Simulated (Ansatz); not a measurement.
Planning a run of Ansatz 0.2.0 on InSe (P6_3/mmc). The input:

```yaml
crystal:
  lattice:
    - [4.05, 0.0, 0.0]
    - [-2.025, 3.5074028853, 0.0]
    - [0.0, 0.0, 16.93]
  atoms:
    - { symbol: In, position: [0.3333333333, 0.6666666667, 0.167295402] }
    - { symbol: In, position: [0.6666666667, 0.3333333333, 0.667295402] }
    - { symbol: In, position: [0.3333333333, 0.6666666667, 0.332704598] }
    - { symbol: In, position: [0.6666666667, 0.3333333333, 0.832704598] }
    - { symbol: Se, position: [0.3333333333, 0.6666666667, 0.5918148106] }
    - { symbol: Se, position: [0.6666666667, 0.3333333333, 0.0918148106] }
    - { symbol: Se, position: [0.3333333333, 0.6666666667, 0.9081851894] }
    - { symbol: Se, position: [0.6666666667, 0.3333333333, 0.4081851894] }
kpoints:
  mp_grid: { grid: [6, 6, 2] }
hamiltonian:
  xc: pbe
scf:
  occupations: { method: fixed }
gw:
  n_empty_bands: 420
  ecut_chi: 84
  qp_bands: [v2, c2]
  qp_kpoints: band_edges
  screening: { model: contour_deformation }
```

The database entry behind the starting cell differs from later determinations by our own check (c about 1.7 % long), so it need not match the best structure at ambient conditions.

```sh
ansatz run input.yaml --threads 2 --pin off --max-ram 92160MiB --backend cuda --events-out ev --progress --plain --runs-dir out --devices 1 --max-vram 13GiB  # rebuilt from the run's record
```

**Question.** Estimate wall time and host memory on 1 × NVIDIA H100 80GB HBM3 (shared by 6 runs) with 2 threads of AMD EPYC 7R13 (Zen 3), shared host.

It took 41 s; on shared hardware allow 21 s to 82 s. Peak host memory was 2.3 GiB. The sizes that set the cost: 4701 plane waves a state, 14 irreducible k points, 478 bands summed, 379 plane waves in the screening and 7 SCF cycles.

The screening grows as filled bands × empty bands × pairs of k points, times the square of the screening basis for the matrix.

[Paths, hosts, dates, memory and timing lines, banners, echoed tables and standing remarks are left out of the program output.]

[Logs are printed without paths, hosts, clocks, repeated set-up lines and the standing remarks that a program may print on its own settings, such as how far it seeks lower states.]

[Runs of the session that timed out or met a known fault of the program may be left out.]

[Cells called generated may have been cut or substituted from an entry of the Crystallography Open Database or the Materials Project.]

[Hosts, paths, dates, database ids (printed as entryN), source tags and the programs' standing remarks are cut or masked in the printed files.]
